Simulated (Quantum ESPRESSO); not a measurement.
## YCrO4: parallel and opposed starts

A self-consistent run ends on one state, which hangs on the start. Several orders of YCrO4 are started in Quantum ESPRESSO and their energies compared.

Main program and level: Quantum ESPRESSO 7.5; LDA; plane waves with GBRV 1.5 LDA potentials, no spin-orbit coupling.

### Step 1. The structure

Symmetry: I4_1/amd, No. 141, tetragonal system. The conventional cell has a = 7.112 Å, b = 7.112 Å, c = 6.251 Å, α = 90.00°, β = 90.00°, γ = 90.00°. Nearest to Y lie 8 O at 2.32 to 2.45 Å. Nearest to Cr lie 4 O at 1.67 Å. O has 1 Cr at 1.67 Å and 2 Y at 2.32 to 2.45 Å nearest. Farther neighbours and most contacts between anions are not listed.

Structure file:

```cif
data_structure
_symmetry_space_group_name_H-M 'I4_1/amd:1'
_symmetry_Int_Tables_number 141
_cell_length_a 7.1120
_cell_length_b 7.1120
_cell_length_c 6.2510
_cell_angle_alpha 90.000
_cell_angle_beta 90.000
_cell_angle_gamma 90.000
_cell_volume 316.18
loop_
_atom_site_label
_atom_site_type_symbol
_atom_site_symmetry_multiplicity
_atom_site_Wyckoff_symbol
_atom_site_fract_x
_atom_site_fract_y
_atom_site_fract_z
_atom_site_occupancy
Y1 Y 4 a 0.00000 0.00000 0.00000 1
Cr1 Cr 4 b 0.00000 0.00000 0.50000 1
O1 O 16 h 0.00000 0.18200 0.33200 1
```

The cell comes from the Crystallography Open Database.

### Step 2. Start 1: ferro ++

The signs are those of the starting moments on the seeded atoms, the atoms that are given a moment.

Contents of pw.in:

```
&CONTROL
  calculation = 'scf'
  prefix = 'pwscf'
  outdir = './tmp'
  pseudo_dir = './pseudo'
  disk_io = 'nowf'
/
&SYSTEM
  ibrav = 0
  celldm(1) = 8
  nat = 12
  ntyp = 3
  ecutwfc = 40
  ecutrho = 280
  nbnd = 67
  occupations = 'smearing'
  smearing = 'fd'
  degauss = 0.00367493
  nspin = 2
  starting_magnetization(1) = 0
  starting_magnetization(2) = 0.2143
  starting_magnetization(3) = 0
/
&ELECTRONS
  conv_thr = 2.4d-08
  electron_maxstep = 150
  mixing_beta = 0.3
/
ATOMIC_SPECIES
Y      88.9058 y_lda_v1.4.uspp.F.UPF
Cr     51.9961 cr_lda_v1.5.uspp.F.UPF
O      15.9990 o_lda_v1.2.uspp.F.UPF
CELL_PARAMETERS alat
  -0.8399832623962    0.8399832623962    0.7382923753147
   0.8399832623962   -0.8399832623962    0.7382923753147
   0.8399832623962    0.8399832623962   -0.7382923753147
ATOMIC_POSITIONS crystal
Y       0.0000000000    0.0000000000    0.0000000000
Y       0.7500000000    0.2500000000    0.5000000000
Cr      0.5000000000    0.5000000000    0.0000000000
Cr      0.2500000000    0.7500000000    0.5000000000
O       0.5140000000    0.3320000000    0.1820000000
O       0.0820000000    0.4000000000    0.3180000000
O       0.1500000000    0.3320000000    0.8180000000
O       0.0820000000    0.7640000000    0.6820000000
O       0.2360000000    0.9180000000    0.3180000000
O       0.6680000000    0.4860000000    0.8180000000
O       0.6000000000    0.9180000000    0.6820000000
O       0.6680000000    0.8500000000    0.1820000000
K_POINTS automatic
4 4 4 0 0 0
```

Started as:

```bash
> OMP_NUM_THREADS=1 mpirun -n 4 pw.x -nk 4 -in pw.in > pw.out
```

Output:

```text
Program PWSCF v.7.5 starts

     Message from routine setup:
     using ibrav=0 with symmetry is DISCOURAGED, use correct ibrav instead

     K-points division:     npool     =       4
     Subspace diagonalization in iterative solution of the eigenvalue problem:

     G-vector sticks info
     --------------------
     sticks:   dense  smooth     PW     G-vecs:    dense   smooth      PW
     Sum        2497    1433    457                84471    36447    6633

     Using Slab Decomposition

     bravais-lattice index     =            0
     lattice parameter (alat)  =       8.0000  a.u.
     unit-cell volume          =    1066.8408 (a.u.)^3
     number of atoms/cell      =           12
     number of atomic types    =            3
     number of electrons       =        98.00
     number of Kohn-Sham states=           67
     kinetic-energy cutoff     =      40.0000  Ry
     charge density cutoff     =     280.0000  Ry
     scf convergence threshold =      2.4E-08
     mixing beta               =       0.3000
     number of iterations used =            8  plain     mixing
     Exchange-correlation= SLA  PZ   NOGX NOGC
                           (   1   1   0   0   0   0   0)

     celldm(1)=   8.000000  celldm(2)=   0.000000  celldm(3)=   0.000000
     celldm(4)=   0.000000  celldm(5)=   0.000000  celldm(6)=   0.000000

     crystal axes: (cart. coord. in units of alat)
               a(1) = (  -0.839983   0.839983   0.738292 )
               a(2) = (   0.839983  -0.839983   0.738292 )
               a(3) = (   0.839983   0.839983  -0.738292 )

     reciprocal axes: (cart. coord. in units 2 pi/alat)
               b(1) = ( -0.000000  0.595250  0.677238 )
               b(2) = (  0.595250 -0.000000  0.677238 )
               b(3) = (  0.595250  0.595250  0.000000 )

     PseudoPot. # 1 for Y  read from file:
     y_lda_v1.4.uspp.F.UPF
     Pseudo is Ultrasoft + core correction, Zval = 11.0
     Generated by new atomic code, or converted to UPF format
     Using radial grid of  885 points,  6 beta functions with:
                l(1) =   0
                l(2) =   0
                l(3) =   1
                l(4) =   1
                l(5) =   2
                l(6) =   2
     Q(r) pseudized with  8 coefficients,  rinner =    1.200   1.200   1.200
                                                       1.200   1.200

     PseudoPot. # 2 for Cr read from file:
     cr_lda_v1.5.uspp.F.UPF
     Pseudo is Ultrasoft + core correction, Zval = 14.0
     Generated by new atomic code, or converted to UPF format
     Using radial grid of  857 points,  6 beta functions with:
                l(1) =   0
                l(2) =   0
                l(3) =   1
                l(4) =   1
                l(5) =   2
                l(6) =   2
     Q(r) pseudized with  8 coefficients,  rinner =    0.950   0.950   0.950
                                                       0.950   0.950

     PseudoPot. # 3 for O  read from file:
     o_lda_v1.2.uspp.F.UPF
     Pseudo is Ultrasoft + core correction, Zval =  6.0
     Generated by new atomic code, or converted to UPF format
     Using radial grid of  737 points,  5 beta functions with:
                l(1) =   0
                l(2) =   0
                l(3) =   1
                l(4) =   1
                l(5) =   2
     Q(r) pseudized with  8 coefficients,  rinner =    0.900   0.900   0.900
                                                       0.900   0.900

     atomic species   valence    mass     pseudopotential
     Y                11.00    88.90580     Y ( 1.00)
     Cr               14.00    51.99610     Cr( 1.00)
     O                 6.00    15.99900     O ( 1.00)

     Starting magnetic structure
     atomic species   magnetization
     Y               0.000
     Cr              0.214
     O               0.000

     16 Sym. Ops., with inversion, found ( 8 have fractional translation)

   Cartesian axes

     site n.     atom                  positions (alat units)
         1        Y      tau(   1) = (   0.0000000   0.0000000   0.0000000  )
         2        Y      tau(   2) = (   0.0000000   0.8399833   0.3691462  )
         3        Cr     tau(   3) = (   0.0000000   0.0000000   0.7382924  )
         4        Cr     tau(   4) = (   0.8399833   0.0000000   0.3691462  )
         5        O      tau(   5) = (   0.0000000   0.3057539   0.4902261  )
         6        O      tau(   6) = (   0.5342294  -0.0000000   0.1210799  )
         7        O      tau(   7) = (   0.8399833   0.5342294  -0.2480662  )
         8        O      tau(   8) = (   1.1457372   0.0000000   0.1210799  )
         9        O      tau(   9) = (   0.8399833  -0.3057539   0.6172124  )
        10        O      tau(  10) = (   0.5342294   0.8399833   0.2480662  )
        11        O      tau(  11) = (   0.8399833   0.3057539   0.6172124  )
        12        O      tau(  12) = (   0.3057539   0.0000000   0.9863586  )

     number of k points=    13  Fermi-Dirac smearing, width (Ry)=  0.0037
                       cart. coord. in units 2pi/alat
        k(    1) = (   0.0000000   0.0000000   0.0000000), wk =   0.0156250
        k(    2) = (   0.1488125   0.1488125   0.0000000), wk =   0.0625000
        k(    3) = (  -0.2976250  -0.2976250   0.0000000), wk =   0.0312500
        k(    4) = (   0.1488125  -0.0000000   0.1693096), wk =   0.1250000
        k(    5) = (   0.2976250   0.1488125   0.1693096), wk =   0.2500000
        [... 8 further k-points ...]

     Dense  grid:    84471 G-vectors     FFT dimensions: (  60,  60,  60)

     Smooth grid:    36447 G-vectors     FFT dimensions: (  48,  48,  48)

     Check: negative core charge=   -0.000005
     Generating pointlists ...
     new r_m :   0.2260 (alat units)  1.8077 (a.u.) for type    1
     new r_m :   0.1624 (alat units)  1.2993 (a.u.) for type    2
     new r_m :   0.1624 (alat units)  1.2993 (a.u.) for type    3

     Initial potential from superposition of free atoms

     starting charge      95.9924, renormalised to      98.0000

     negative rho (up, down):  1.414E-03 9.026E-04
     Starting wfcs are   78 randomized atomic wfcs

     Self-consistent Calculation

     iteration #  1     ecut=    40.00 Ry     beta= 0.30
     Davidson diagonalization with overlap
     ethr =  1.00E-02,  avg # of iterations =  2.3

     negative rho (up, down):  1.352E-03 1.536E-03

     total energy              =    -795.26229450 Ry
     estimated scf accuracy    <       3.49105526 Ry

     total magnetization       =     2.00 Bohr mag/cell
     absolute magnetization    =     2.63 Bohr mag/cell

     iteration #  2     ecut=    40.00 Ry     beta= 0.30
     Davidson diagonalization with overlap
     ethr =  3.56E-03,  avg # of iterations =  2.0

     negative rho (up, down):  9.984E-04 1.503E-03

     total energy              =    -795.50770481 Ry
     estimated scf accuracy    <       3.67832791 Ry

     total magnetization       =     2.00 Bohr mag/cell
     absolute magnetization    =     2.93 Bohr mag/cell

     iteration #  3     ecut=    40.00 Ry     beta= 0.30
     Davidson diagonalization with overlap
     ethr =  3.56E-03,  avg # of iterations =  1.5

     negative rho (up, down):  8.014E-04 1.866E-03

     total energy              =    -796.02497141 Ry
     estimated scf accuracy    <       0.38504500 Ry

     total magnetization       =     2.00 Bohr mag/cell
     absolute magnetization    =     2.64 Bohr mag/cell

     [... further iterations left out ...]

     iteration # 10     ecut=    40.00 Ry     beta= 0.30
     Davidson diagonalization with overlap
     ethr =  1.48E-08,  avg # of iterations =  3.0

     negative rho (up, down):  6.086E-04 2.203E-03

     total energy              =    -796.07489222 Ry
     estimated scf accuracy    <       0.00000364 Ry

     total magnetization       =     1.94 Bohr mag/cell
     absolute magnetization    =     2.08 Bohr mag/cell

     iteration # 11     ecut=    40.00 Ry     beta= 0.30
     Davidson diagonalization with overlap
     ethr =  3.71E-09,  avg # of iterations =  2.3

     negative rho (up, down):  6.081E-04 2.204E-03

     total energy              =    -796.07489410 Ry
     estimated scf accuracy    <       0.00000235 Ry

     total magnetization       =     1.93 Bohr mag/cell
     absolute magnetization    =     2.08 Bohr mag/cell

     iteration # 12     ecut=    40.00 Ry     beta= 0.30
     Davidson diagonalization with overlap
     ethr =  2.40E-09,  avg # of iterations =  1.6

     negative rho (up, down):  6.077E-04 2.204E-03

     total energy              =    -796.07489434 Ry
     estimated scf accuracy    <       0.00000010 Ry

     total magnetization       =     1.93 Bohr mag/cell
     absolute magnetization    =     2.08 Bohr mag/cell

     iteration # 13     ecut=    40.00 Ry     beta= 0.30
     Davidson diagonalization with overlap
     ethr =  1.05E-10,  avg # of iterations =  3.3

     negative rho (up, down):  6.072E-04 2.205E-03

     Magnetic moment per site  (integrated on atomic sphere of radius R)
     atom   1 (R=0.226)  charge=  7.3612  magn=  0.0143
     atom   2 (R=0.226)  charge=  7.3612  magn=  0.0143
     atom   3 (R=0.162)  charge=  9.8305  magn=  0.6650
     atom   4 (R=0.162)  charge=  9.8305  magn=  0.6650
     atom   5 (R=0.162)  charge=  4.5910  magn=  0.0098
     atom   6 (R=0.162)  charge=  4.5910  magn=  0.0098
     atom   7 (R=0.162)  charge=  4.5910  magn=  0.0098
     atom   8 (R=0.162)  charge=  4.5910  magn=  0.0098
     atom   9 (R=0.162)  charge=  4.5910  magn=  0.0098
     atom  10 (R=0.162)  charge=  4.5910  magn=  0.0098
     atom  11 (R=0.162)  charge=  4.5910  magn=  0.0098
     atom  12 (R=0.162)  charge=  4.5910  magn=  0.0098

     End of self-consistent calculation

     [... lines left out ...]
     the Fermi energy is     8.8606 ev

!    total energy              =    -796.07489437 Ry
     estimated scf accuracy    <          9.3E-09 Ry
     smearing contrib. (-TS)   =      -0.00495110 Ry
     internal energy E=F+TS    =    -796.06994328 Ry

     The total energy is F=E-TS. E is the sum of the following terms:
     one-electron contribution =    -395.56684164 Ry
     hartree contribution      =     240.00168445 Ry
     xc contribution           =    -156.24692809 Ry
     ewald contribution        =    -484.25785800 Ry

     total magnetization       =     1.93 Bohr mag/cell
     absolute magnetization    =     2.08 Bohr mag/cell

     convergence has been achieved in  13 iterations

=------------------------------------------------------------------------------=
   JOB DONE.
=------------------------------------------------------------------------------=
```

Wall time 60 s (4 MPI ranks of Arm Neoverse V2, shared host); peak memory 0.91 GiB; 4 min of CPU time.

Spin moment in the atom's sphere by atom:

```csv
atom,spin moment in the atom's sphere (μB)
Y1,0.014
Y2,0.014
Cr3,0.665
Cr4,0.665
O5,0.010
O6,0.010
O7,0.010
O8,0.010
O9,0.010
O10,0.010
O11,0.010
O12,0.010
```

This step gave:

```
smearing term TS       : 0.06736 eV
magnetization          : 1.933 μB
absolute magnetization : 2.075 μB
final state            : ferromagnetic
```

[end of part 1 of 3]

[Logs and program files are shortened in this print: banners, set-up blocks, solver, clock and traceback lines can be left out without a mark of their own.]

[Logs are printed without paths, hosts, clocks, repeated set-up lines and the standing remarks that a program may print on its own settings, such as how far it seeks lower states.]

[Hosts, paths, dates, database ids (printed as entryN), source tags and the programs' standing remarks are cut or masked in the printed files.]

[Where a cell is said to come from a database of computed structures, the database is the Materials Project.]
